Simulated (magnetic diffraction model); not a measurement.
**Magnetic neutron pattern of SrCe3**

Space group Pm-3m (no. 221), a = 5.3190 Å.

| site | atom | x | y | z |
| --- | --- | --- | --- | --- |
| 3c | Ce | 1/2 | 1/2 | 0 |
| 1a | Sr | 0 | 0 | 0 |

This is a made-up structure (elements placed in a structure type, unrelaxed), so the numbers test the method and describe no known phase.

Only Ce is taken to order (form factors of Ce3+); orders and moment sizes are assumed, and not adapted to the symmetry. Radiation: neutrons of λ = 1.594 Å, 5° to 75°; isotropic B of 0.47 Å² (Ce) and 0.81 Å² (Sr). Simulated constant-wavelength pattern: nuclear and magnetic terms add, the magnetic one as |2.695 fm × Σ f S⊥ exp(2πi Q·r) exp(−B s²)|², summed over all Q at one angle with the factor 1/(sin²θ cos θ). For collinear order S is the moment m, which repeats by lattice and centring translations R with the sign exp(−2πi k·R). Free-ion form factors, Sears's scattering lengths of 1992, no absorption; a label names one of the reflections at its angle. The strongest nuclear line in the range is 100, and lines under 0.2 are left out.

Assume the order k = (0 0 0), collinear moments along [100], 1.9 μB on Ce; signs + at (1/2, 1/2, 0), − at (1/2, 0, 1/2), + at (0, 1/2, 1/2).

Predict the pattern, nuclear and magnetic parts apart.

| 2θ (°) | index | nuclear | magnetic |
| --- | --- | --- | --- |
| 17.23 | (1 0 0) | 2.3 | 39.4 |
| 24.47 | (1 1 0) | 2.2 | 22.1 |
| 30.08 | (1 1 1) | 100.0 | 3.1 |
| 34.88 | (2 0 0) | 56.4 | 1.6 |
| 39.15 | (2 1 0) | 1.7 | 16.6 |
| 43.06 | (2 1 1) | 1.4 | 16.6 |
| 50.15 | (2 2 0) | 57.0 | 1.3 |
| 53.43 | (3 0 0) | 1.1 | 9.6 |
| 56.57 | (3 1 0) | 0.8 | 5.5 |
| 59.60 | (3 1 1) | 83.9 | 1.6 |
| 62.54 | (2 2 2) | 25.8 | 0.5 |
| 65.40 | (3 2 0) | 0.6 | 5.2 |
| 68.20 | (3 2 1) | 1.1 | 7.5 |
| 73.65 | (4 0 0) | 14.8 | 0.2 |

The strongest magnetic line in the range is (1 0 0) at 17.23° (39.4). On top of the Lorentz factor, which all lines share, magnetic lines fade with angle because f falls: for Ce3+ it is 0.96, 0.86, 0.71 and 0.43 at sin θ/λ = 0.1, 0.2, 0.3 and 0.5 Å⁻¹, while nuclear lengths stay constant. The net moment is 1.90 μB a primitive cell.
